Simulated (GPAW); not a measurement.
# How the smearing moves the magnetism of 1 ML Co on Os(0001), fcc site, 2 substrate layers

Aim: see how far moments and order energies of 1 ML Co on Os(0001), fcc site, 2 substrate layers move with the smearing, and what each rung costs.

Calculated with GPAW 26.7.0; LDA; plane waves with GPAW's PAW setups, scalar-relativistic.

**1. The structure**

The cell holds 3 atoms: 2 Os and 1 Co. Cell: a = 2.734 Å, b = 2.734 Å, c = 18.247 Å, α = 90.0°, β = 90.0°, γ = 120.0°. pseudomorphic film on the measured substrate lattice, hard-sphere layer spacings, unrelaxed, 14 A of vacuum. Vacuum lies along c.

**2. Rung 1 (width 0.4 eV), start ferro +**

A wide smearing converges easily but acts like a high temperature on the moments; each rung narrows it.

order1.py reads:

```python
import json
import numpy as np
from ase import Atoms
from ase.parallel import paropen, parprint
from gpaw import GPAW

atoms = Atoms(['Os', 'Os', 'Co'],
    cell=[[2.7341, 0.0, 0.0],
         [-1.36705, 2.3678, 0.0],
         [0.0, 0.0, 18.247237]],
    scaled_positions=[[0.0, 0.0, 0.38362],
         [0.666667, 0.333333, 0.501986],
         [0.333333, 0.666667, 0.61638]],
    pbc=True,
    magmoms=[0.0, 0.0, 2.0])
atoms.calc = GPAW(mode={'name': 'pw', 'ecut': 550},
    xc='LDA',
    kpts={'size': (12, 12, 1), 'gamma': True},
    occupations={'name': 'fermi-dirac', 'width': 0.4},
    convergence={'density': 1e-05, 'energy': 1e-05},
    maxiter=200,
    symmetry={'tolerance': 1e-4},
    txt='order1.txt')
e = atoms.get_potential_energy(force_consistent=True)
res = {'free_energy': e, 'energy_sigma0': atoms.get_potential_energy(), 'fermi_energy': atoms.calc.get_fermi_level()}
res['moments'] = atoms.get_magnetic_moments().tolist()
res['total'] = atoms.get_magnetic_moment()
parprint('site moments (muB):', np.round(res['moments'], 3))
parprint(f"total moment: {res['total']:.3f} muB")
parprint(f'free energy: {e:.6f} eV')
atoms.calc.write('order1.gpw')
with paropen('results.json', 'w') as f:
    json.dump(res, f)
```

Launch:

```bash
> OMP_NUM_THREADS=1 mpirun -n 4 gpaw python order1.py > order1.log
```

Numbers of over 12 decimals in the logs are rounded to 6 here.

The program printed:

```text
site moments (muB): [-0.025  0.009  0.963]
total moment: 0.966 muB
free energy: -32.575171 eV

--- order1.txt ---
Input parameters:
  mode=PW(ecut=550),
  convergence={'density': 1e-05, 'energy': 1e-05},
  kpts=MonkhorstPack(size=(12, 12, 1), gamma=True),
  maxiter=200,
  occupations=Occupations(name='fermi-dirac', width=0.4),
  symmetry=Symmetry(tolerance=0.0001),
  xc=XC(name='LDA')

Diagonalizing LCAO Hamiltonian
Converting LCAO to pw mode

        Co

           Os

       Os

Atoms  # Å, Bohr magnetons
|   | symbol |         x |        y |         z |    initial magnetic moments |
|---|--------|-----------|----------|-----------|-----------------------------|
| 0 |     Os |  0.000000 | 0.000000 |  7.000005 | ( 0.0000,  0.0000,  0.0000) |
| 1 |     Os |  1.367051 | 0.789266 |  9.159858 | ( 0.0000,  0.0000,  0.0000) |
| 2 |     Co | -0.000001 | 1.578534 | 11.247232 | ( 0.0000,  0.0000,  2.0000) |

Unit cell  # Å
| periodic |         x |        y |         z |   lengths |     angles |
|----------|-----------|----------|-----------|-----------|------------|
|      yes |  2.734100 | 0.000000 |  0.000000 |  2.734100 |  90.000000 |
|      yes | -1.367050 | 2.367800 |  0.000000 |  2.734100 |  90.000000 |
|      yes |  0.000000 | 0.000000 | 18.247237 | 18.247237 | 120.000001 |

Number of symmetries: 6

BZ-sampling:
  Number of BZ points: 144
  Number of IBZ points: 19

  Monkhorst-Pack size: [12, 12, 1]
  Monkhorst-Pack shift: [0.041667, 0.041667, 0.0]

Plane wave coefficients: 3492
Cutoff: 550.0 eV

Spin-components: 2 (collinear spins)
Bands:           28
Projectors:      18
Spin-degeneracy: 1
Datatype:        complex128

Parallelization:
  kpt:    4
  domain: 1
  band:   1

Density:
  Valence electrons: 37.0
  Components: 2
  Grid points: [ 15  15 100]
  Charge: 0.0  # |e|

Potential:
  Grid points: [ 15  15 100]

[... setups left out ...]
Reference energy: -975152.569605  # eV

eigensolver:
  PPCG
  Converge bands: occupied
  niter=2

density mixing:
  MSR1-Mixer
  Pratt-step length: 0.05
  Maximum mixing coefficient: 0.75
  Old densities: 10
  SVD Regularization: 0.005
  Good broyden scale: 1.0
  Trust region scale: 1.0
  Backstep threshold: 4.0
  History deletion threshold: 6.0
  Fourier metric: weight=20.0, sigma=0.015

occupation numbers:
  Fermi-Dirac:
    width: 0.4000  # eV

poisson solver:
  ecut: 4400.0  # eV

xc functional:
  name: None

convergence criteria:
- Maximum integral of absolute [dens]ity change: 1e-05 electrons / valence electron
- Maximum [total energy] change in last 3 cyles: 1e-05 eV / valence electron
- Maximum integral of absolute [eigenst]ate change: 4e-08 eV^2 / valence electron
maximum number of iterations: 200

SCF iterations
|iter     |      energy | eigst |  dens |  magmom |
|---------|-------------|-------|-------|---------|
|iter:   1|       0s |  -33.794274 | +0.38 |       |  +2.0016|
|iter:   2|       1s |  -36.354157 | -0.77 | -0.83 |  +1.9350|
|iter:   3|       1s |  -32.308822 | -1.20 | -0.76 |  +1.9588|
|iter:   4|       2s |  -31.941935 | -1.68 | -1.06 |  +1.8750|
|iter:   5|       3s |  -31.601357 | -1.50 | -1.25 |  +1.7838|
|iter:   6|       4s |  -31.561553 | -2.50 | -1.40 |  +1.7548|
|iter:   7|       5s |  -31.493819 | -2.45 | -1.45 |  +1.6845|
|iter:   8|       6s |  -31.466963 | -2.36 | -1.59 |  +1.5968|
|iter:   9|       7s |  -31.464741 | -3.50 | -1.73 |  +1.5478|
|iter:  10|       8s |  -31.459564 | -2.97 | -1.84 |  +1.4579|
|iter:  11|       9s |  -31.458088 | -3.26 | -2.10 |  +1.3789|
|iter:  12|       9s |  -31.466406 | -3.30 | -2.19 |  +1.2762|
|iter:  13|      10s |  -31.459095 | -3.50 | -2.33 |  +1.2050|
|iter:  14|      11s |  -31.449238 | -3.34 | -2.58 |  +1.1190|
|iter:  15|      12s |  -31.448094 | -3.59 | -2.55 |  +1.0349|
|iter:  16|      13s |  -31.443300 | -4.09 | -2.76 |  +0.9868|
|iter:  17|      14s |  -31.440936 | -4.89 | -3.13 |  +0.9728|
|iter:  18|      15s |  -31.440058 | -5.47 | -3.58 |  +0.9677|
|iter:  19|      16s |  -31.440193 | -6.01 | -3.78 |  +0.9670|
|iter:  20|      16s |  -31.439925c| -6.98 | -4.09 |  +0.9661|
|iter:  21|      17s |  -31.439895c| -7.61c| -4.51 |  +0.9655|
|iter:  22|      18s |  -31.439883c| -7.52c| -4.89 |  +0.9655|
|iter:  23|      18s |  -31.439890c| -7.83c| -5.02c|  +0.9656|

Converged in 23 steps
Energy contributions relative to reference atoms: (reference = -975152.569605)

Energy contributions:
  Kinetic:          -4.963800
  Coulomb:           2.682933
  Zero:             -0.483399
  External:          0.000000
  Xc:              -27.540342
  Entropy:          -2.270563
  Spinorbit:         0.000000
  ----------------------------
  Free energy:     -32.575171
  Extrapolated:    -31.439890

dipole moment: (-3.199371, -9.434785, 0.027419)  # |e|*Ang

Total magnetic moment: (0.000000, 0.000000, 0.965644)

Local magnetic moments
|        x |        y |         z |
|----------|----------|-----------|
| 0.000000 | 0.000000 | -0.024783 |  # Os   0
| 0.000000 | 0.000000 |  0.008587 |  # Os   1
| 0.000000 | 0.000000 |  0.962635 |  # Co   2

Fermi level: 1.114
Eigenvalues  # (at kpt = [-0.000, -0.000, 0.000])
| band index |      eig [eV] | occ [0-1] |      eig [eV] | occ [0-1] |
|------------|---------------|-----------|---------------|-----------|
|          0 |       -45.080 |     1.000 |       -45.082 |     1.000 |
|        ... |               |           |               |           |
|         12 |        -1.287 |     0.998 |        -1.266 |     0.997 |
|         13 |        -1.287 |     0.998 |        -1.266 |     0.997 |
|         14 |        -0.981 |     0.995 |        -0.353 |     0.975 |
|         15 |        -0.673 |     0.989 |         0.083 |     0.929 |
|         16 |        -0.673 |     0.989 |         0.083 |     0.929 |
|         17 |         0.201 |     0.908 |         0.417 |     0.851 |
|         18 |         0.201 |     0.908 |         1.015 |     0.562 |
|         19 |         0.217 |     0.904 |         1.015 |     0.562 |
|         20 |         1.210 |     0.441 |         1.326 |     0.371 |
|         21 |         1.210 |     0.441 |         1.326 |     0.371 |
|         22 |         1.652 |     0.207 |         1.699 |     0.188 |
|         23 |         2.719 |     0.018 |         2.772 |     0.016 |
|         24 |         2.719 |     0.018 |         2.772 |     0.016 |
|         25 |         5.973 |     0.000 |         5.995 |     0.000 |
|         26 |         6.563 |     0.000 |         6.575 |     0.000 |
|         27 |         7.547 |     0.000 |         7.575 |     0.000 |

No gap
No difference between direct/indirect transitions
```

Elapsed: 25 s, on 4 MPI ranks of Intel Xeon Platinum 8488C (Sapphire Rapids), shared host; peak memory 0.88 GiB.

Spin moment in the augmentation sphere by atom:

```
atom  spin moment in the augmentation sphere (μB)
 Os1                                       -0.025
 Os2                                        0.009
 Co3                                        0.963
```

Numbers from this step:

```yaml
magnetization: 0.9656 μB
final_state: ferromagnetic
```

After 23 cycles the largest moment stands at 0.963 μB.

**3. Rung 1 (width 0.4 eV), start antiferro q=(0,1/2,0) +-**

The second start gives the energy difference between the two end states, the quantity that is followed up the ladder. Its q is in fractions of the reciprocal vectors of the first run's cell.

order2.py reads:

```python
import json
import numpy as np
from ase import Atoms
from ase.parallel import paropen, parprint
from gpaw import GPAW

atoms = Atoms(['Os', 'Os', 'Os', 'Os', 'Co', 'Co'],
    cell=[[2.7341, 0.0, 0.0],
         [-2.7341, 4.7356, 0.0],
         [0.0, 0.0, 18.247237]],
    scaled_positions=[[0.0, 0.0, 0.38362],
         [0.0, 0.5, 0.38362],
         [0.666667, 0.1666665, 0.501986],
         [0.666667, 0.6666665, 0.501986],
         [0.333333, 0.3333335, 0.61638],
         [0.333333, 0.8333335, 0.61638]],
    pbc=True,
    magmoms=[0.0, 0.0, 0.0, 0.0, 2.0, -2.0])
atoms.calc = GPAW(mode={'name': 'pw', 'ecut': 550},
    xc='LDA',
    kpts={'size': (12, 6, 1), 'gamma': True},
    occupations={'name': 'fermi-dirac', 'width': 0.4},
    convergence={'density': 1e-05, 'energy': 1e-05},
    maxiter=200,
    symmetry={'tolerance': 1e-4},
    txt='order2.txt')
e = atoms.get_potential_energy(force_consistent=True)
res = {'free_energy': e, 'energy_sigma0': atoms.get_potential_energy(), 'fermi_energy': atoms.calc.get_fermi_level()}
res['moments'] = atoms.get_magnetic_moments().tolist()
res['total'] = atoms.get_magnetic_moment()
parprint('site moments (muB):', np.round(res['moments'], 3))
parprint(f"total moment: {res['total']:.3f} muB")
parprint(f'free energy: {e:.6f} eV')
atoms.calc.write('order2.gpw')
with paropen('results.json', 'w') as f:
    json.dump(res, f)
```

Launch:

```bash
> OMP_NUM_THREADS=1 mpirun -n 4 gpaw python order2.py > order2.log
```

The program printed:

```text
site moments (muB): [-0.006  0.006  0.001 -0.001  0.51  -0.51 ]
total moment: 0.000 muB
free energy: -65.134882 eV

--- order2.txt ---
Input parameters:
  mode=PW(ecut=550),
  convergence={'density': 1e-05, 'energy': 1e-05},
  kpts=MonkhorstPack(size=(12, 6, 1), gamma=True),
  maxiter=200,
  occupations=Occupations(name='fermi-dirac', width=0.4),
  symmetry=Symmetry(tolerance=0.0001),
  xc=XC(name='LDA')

Diagonalizing LCAO Hamiltonian
Converting LCAO to pw mode

          Co
            Co

             Os
               Os

         Os
           Os

Atoms  # Å, Bohr magnetons
|   | symbol |         x |        y |         z |    initial magnetic moments |
|---|--------|-----------|----------|-----------|-----------------------------|
| 0 |     Os |  0.000000 | 0.000000 |  7.000005 | ( 0.0000,  0.0000,  0.0000) |
| 1 |     Os | -1.367050 | 2.367800 |  7.000005 | ( 0.0000,  0.0000,  0.0000) |
| 2 |     Os |  1.367051 | 0.789266 |  9.159858 | ( 0.0000,  0.0000,  0.0000) |
| 3 |     Os |  0.000001 | 3.157066 |  9.159858 | ( 0.0000,  0.0000,  0.0000) |
| 4 |     Co | -0.000001 | 1.578534 | 11.247232 | ( 0.0000,  0.0000,  2.0000) |
| 5 |     Co | -1.367051 | 3.946334 | 11.247232 | ( 0.0000,  0.0000, -2.0000) |

Number of symmetries: 1

BZ-sampling:
  Number of BZ points: 72
  Number of IBZ points: 38

  Monkhorst-Pack size: [12, 6, 1]
  Monkhorst-Pack shift: [0.041667, 0.083333, 0.0]

Plane wave coefficients: 6984
Cutoff: 550.0 eV

Spin-components: 2 (collinear spins)
Bands:           49
Projectors:      36
Spin-degeneracy: 1
Datatype:        complex128

Parallelization:
  kpt:    4
  domain: 1
  band:   1

[...]
Converged in 32 steps
Energy contributions relative to reference atoms: (reference = -1950305.139210)

Energy contributions:
  Kinetic:         -11.503569
  Coulomb:           6.687871
  Zero:             -0.965590
  External:          0.000000
  Xc:              -54.680352
  Entropy:          -4.673242
  Spinorbit:         0.000000
  ----------------------------
  Free energy:     -65.134882
  Extrapolated:    -62.798261

dipole moment: (-6.391718, -18.873458, 0.053148)  # |e|*Ang

Total magnetic moment: (0.000000, 0.000000, 0.000303)

Local magnetic moments
|        x |        y |         z |
|----------|----------|-----------|
| 0.000000 | 0.000000 | -0.006447 |  # Os   0
| 0.000000 | 0.000000 |  0.006439 |  # Os   1
| 0.000000 | 0.000000 |  0.001147 |  # Os   2
| 0.000000 | 0.000000 | -0.001145 |  # Os   3
| 0.000000 | 0.000000 |  0.510497 |  # Co   4
| 0.000000 | 0.000000 | -0.510200 |  # Co   5

Fermi level: 1.105
Eigenvalues  # (at kpt = [-0.000, 0.000, 0.000])
| band index |      eig [eV] | occ [0-1] |      eig [eV] | occ [0-1] |
|------------|---------------|-----------|---------------|-----------|
|          0 |       -45.278 |     1.000 |       -45.278 |     1.000 |
|        ... |               |           |               |           |
|         28 |        -0.392 |     0.977 |        -0.391 |     0.977 |
|         29 |        -0.292 |     0.971 |        -0.292 |     0.971 |
|         30 |        -0.230 |     0.966 |        -0.230 |     0.966 |
|         31 |         0.297 |     0.883 |         0.297 |     0.883 |
[...]
|         41 |         2.256 |     0.053 |         2.256 |     0.053 |
|         42 |         2.450 |     0.034 |         2.450 |     0.034 |
|         43 |         2.733 |     0.017 |         2.733 |     0.017 |
|        ... |               |           |               |           |
|         48 |         5.473 |     0.000 |         5.473 |     0.000 |

No gap
No difference between direct/indirect transitions
```

Run time: 3.5 min. Hardware: 4 MPI ranks; peak memory 1.5 GiB; 14 min of CPU time.

Spin moment in the augmentation sphere by atom:

```
atom  spin moment in the augmentation sphere (μB)
 Os1                                       -0.006
 Os2                                        0.006
 Os3                                        0.001
 Os4                                       -0.001
 Co5                                        0.510
 Co6                                       -0.510
```

Read from the output:

```
magnetization : 0 μB
final state   : antiferromagnetic
```

This start lies +7.7 meV a seeded atom from the first; its largest moment is 0.510 μB.

**4. Rung 2 (width 0.2 eV), start ferro +**

order1.py is the script of step 2 with these lines changed:

```diff
@@ -18,3 +18,3 @@
     kpts={'size': (12, 12, 1), 'gamma': True},
-    occupations={'name': 'fermi-dirac', 'width': 0.4},
+    occupations={'name': 'fermi-dirac', 'width': 0.2},
     convergence={'density': 1e-05, 'energy': 1e-05},
```

Launch:

```bash
> OMP_NUM_THREADS=1 mpirun -n 4 gpaw python order1.py > order1.log
```

The program printed:

```text
site moments (muB): [-0.099  0.011  1.487]
total moment: 1.392 muB
free energy: -31.739829 eV

--- order1.txt ---
Input parameters:
  mode=PW(ecut=550),
  convergence={'density': 1e-05, 'energy': 1e-05},
  kpts=MonkhorstPack(size=(12, 12, 1), gamma=True),
  maxiter=200,
  occupations=Occupations(name='fermi-dirac', width=0.2),
  symmetry=Symmetry(tolerance=0.0001),
  xc=XC(name='LDA')

Diagonalizing LCAO Hamiltonian
[...]
|         13 |        -1.275 |     1.000 |        -1.256 |     1.000 |
|         14 |        -1.177 |     1.000 |        -0.217 |     0.999 |
[...]
|         24 |         2.730 |     0.000 |         2.790 |     0.000 |
|         25 |         5.963 |     0.000 |         5.994 |     0.000 |
|         26 |         6.558 |     0.000 |         6.574 |     0.000 |
|         27 |         7.533 |     0.000 |         7.573 |     0.000 |

No gap
No difference between direct/indirect transitions

[key lines of the parts left out:]
Free energy:     -31.739829
Converged in 22 steps
dipole moment: (-3.199794, -9.440622, 0.028526)  # |e|*Ang
Fermi level: 1.147
```

Wall time 23 s (4 MPI ranks); peak memory 0.88 GiB.

This step gave:

```
magnetization  : 1.392 μB
final state    : ferromagnetic
largest moment : 1.487 μB
```

The largest moment moves by +0.52 μB from rung 1, at 0.93 times its CPU time.

**5. Rung 2 (width 0.2 eV), start antiferro q=(0,1/2,0) +-**

order2.py is the script of step 3 with these lines changed:

```diff
@@ -21,3 +21,3 @@
     kpts={'size': (12, 6, 1), 'gamma': True},
-    occupations={'name': 'fermi-dirac', 'width': 0.4},
+    occupations={'name': 'fermi-dirac', 'width': 0.2},
     convergence={'density': 1e-05, 'energy': 1e-05},
```

Launch:

```bash
> OMP_NUM_THREADS=1 mpirun -n 4 gpaw python order2.py > order2.log
```

The program printed:

```text
site moments (muB): [-0.029  0.029  0.009 -0.009  1.144 -1.144]
total moment: -0.000 muB
free energy: -63.373430 eV

--- order2.txt ---
Input parameters:
  mode=PW(ecut=550),
  convergence={'density': 1e-05, 'energy': 1e-05},
  kpts=MonkhorstPack(size=(12, 6, 1), gamma=True),
  maxiter=200,
  occupations=Occupations(name='fermi-dirac', width=0.2),
  symmetry=Symmetry(tolerance=0.0001),
  xc=XC(name='LDA')

[...]
|         31 |         0.134 |     0.994 |         0.134 |     0.994 |
[...]
|         41 |         2.282 |     0.003 |         2.282 |     0.003 |
|         42 |         2.468 |     0.001 |         2.468 |     0.001 |
|         43 |         2.739 |     0.000 |         2.739 |     0.000 |
|        ... |               |           |               |           |
|         48 |         5.485 |     0.000 |         5.485 |     0.000 |

No gap
No difference between direct/indirect transitions

[key lines of the parts left out:]
Free energy:     -63.373430
Converged in 28 steps
dipole moment: (-6.389120, -18.886104, 0.055792)  # |e|*Ang
Fermi level: 1.143
```

It took 3.2 min on 4 MPI ranks; peak memory 1.6 GiB; 13 min of CPU time.

Read from the output:

| Quantity | Value |
| --- | --- |
| magnetization | 0 μB |
| final state | antiferromagnetic |
| largest moment | 1.144 μB |

This start lies +53.1 meV a seeded atom from the first, a change of +45.4 meV since rung 1; its largest moment is 1.14 μB.

**6. Rung 3 (width 0.1 eV), start ferro +**

order1.py is the script of step 4 with these lines changed:

```diff
@@ -18,3 +18,3 @@
     kpts={'size': (12, 12, 1), 'gamma': True},
-    occupations={'name': 'fermi-dirac', 'width': 0.2},
+    occupations={'name': 'fermi-dirac', 'width': 0.1},
     convergence={'density': 1e-05, 'energy': 1e-05},
```

Launch:

```bash
> OMP_NUM_THREADS=1 mpirun -n 4 gpaw python order1.py > order1.log
```

The program printed:

```text
site moments (muB): [-1.620e-01  1.000e-03  1.532e+00]
total moment: 1.352 muB
free energy: -31.543304 eV

--- order1.txt ---
Input parameters:
  mode=PW(ecut=550),
  convergence={'density': 1e-05, 'energy': 1e-05},
  kpts=MonkhorstPack(size=(12, 12, 1), gamma=True),
  maxiter=200,
  occupations=Occupations(name='fermi-dirac', width=0.1),
  symmetry=Symmetry(tolerance=0.0001),
  xc=XC(name='LDA')

[...]
|         13 |        -1.267 |     1.000 |        -1.271 |     1.000 |
|         14 |        -1.186 |     1.000 |        -0.204 |     1.000 |
[...]
|         24 |         2.741 |     0.000 |         2.775 |     0.000 |
|         25 |         5.964 |     0.000 |         5.997 |     0.000 |
|         26 |         6.557 |     0.000 |         6.573 |     0.000 |
|         27 |         7.532 |     0.000 |         7.573 |     0.000 |

No gap
No difference between direct/indirect transitions

[key lines of the parts left out:]
Free energy:     -31.543304
Converged in 22 steps
dipole moment: (-3.195663, -9.443845, 0.026878)  # |e|*Ang
Fermi level: 1.151
```

Wall time 22 s (4 MPI ranks); peak memory 0.89 GiB.

Numbers from this step:

```
magnetization  : 1.352 μB
final state    : ferromagnetic
largest moment : 1.532 μB
```

The largest moment moves by +0.04 μB from rung 2, at 0.97 times its CPU time.

(Continued in part 2 of 2.)

[Logs and program files are shortened in this print: banners, set-up blocks, solver, clock and traceback lines can be left out without a mark of their own.]

[Logs are printed without paths, hosts, clocks, repeated set-up lines and the standing remarks that a program may print on its own settings, such as how far it seeks lower states.]

[Hosts, paths, dates, database ids (printed as entryN), source tags and the programs' standing remarks are cut or masked in the printed files.]

[Where a cell is said to come from a database of computed structures, the database is the Materials Project.]

[Lattice constants of own cells that a recipe calls measured were typed without a cited source.]
